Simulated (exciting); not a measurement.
Two BSE runs for the F K edge of CaSnF4, space group P4/mmm. Run A: exciting, all-electron LAPW+lo, LDA, exchange and screened direct term (singlet BSE), 4×4×2 shifted k points, 37 conduction bands, |G+q| up to 3 bohr⁻¹, full RPA screening with nempty = 66, Lorentzian half width 0.45 eV. Run B differs in one setting: k mesh, kernel cutoff, basis, band set, screening or width.

Energy from the Kohn–Sham onset, core level to the lowest empty state found on the meshes used; one zero for both, scaled to A's maximum:

```csv
E (eV),A,B
-7.0,0.01,0.00
-6.5,0.02,0.00
-6.0,0.02,0.00
-5.5,0.02,0.01
-5.0,0.03,0.01
-4.5,0.03,0.01
-4.0,0.04,0.01
-3.5,0.06,0.01
-3.0,0.09,0.02
-2.5,0.16,0.04
-2.0,0.36,0.17
-1.5,0.63,0.54
-1.0,0.93,1.16
-0.5,0.77,0.58
0.0,0.48,0.29
0.5,0.44,0.35
1.0,0.48,0.54
1.5,0.53,0.30
2.0,0.72,1.09
2.5,0.57,0.52
3.0,0.33,0.13
3.5,0.33,0.32
4.0,0.30,0.24
4.5,0.28,0.26
5.0,0.27,0.26
5.5,0.25,0.25
6.0,0.21,0.14
6.5,0.23,0.25
7.0,0.20,0.16
7.5,0.21,0.08
8.0,0.33,0.43
8.5,0.35,0.35
9.0,0.34,0.37
9.5,0.34,0.42
10.0,0.34,0.26
10.5,0.39,0.53
11.0,0.41,0.44
11.5,0.44,0.68
12.0,0.35,0.35
12.5,0.26,0.25
13.0,0.19,0.15
13.5,0.16,0.13
14.0,0.15,0.11
14.5,0.17,0.17
15.0,0.17,0.15
15.5,0.16,0.13
16.0,0.16,0.13
16.5,0.20,0.23
17.0,0.19,0.18
17.5,0.19,0.23
18.0,0.17,0.14
18.5,0.16,0.20
19.0,0.14,0.08
19.5,0.16,0.19
20.0,0.19,0.19
20.5,0.21,0.33
```

Which is the likeliest?

The half width (eV) from 0.45 to 0.11. Against run A the r.m.s. difference is 53 %. The highest maximum lies at -0.8 eV (2.93), against -0.9 eV (1.00). Only the width of each line changes; the area stays. A table step wider than the lines misses their tops. Other settings could leave a like mark; this is the change that was made.

[Banner, clock and machine lines of the logs are left out without a mark of their own.]

[Logs are printed without paths, hosts, clocks, repeated set-up lines and the standing remarks that a program may print on its own settings, such as how far it seeks lower states.]

[Hosts, paths, dates, database ids (printed as entryN), source tags and the programs' standing remarks are cut or masked in the printed files.]
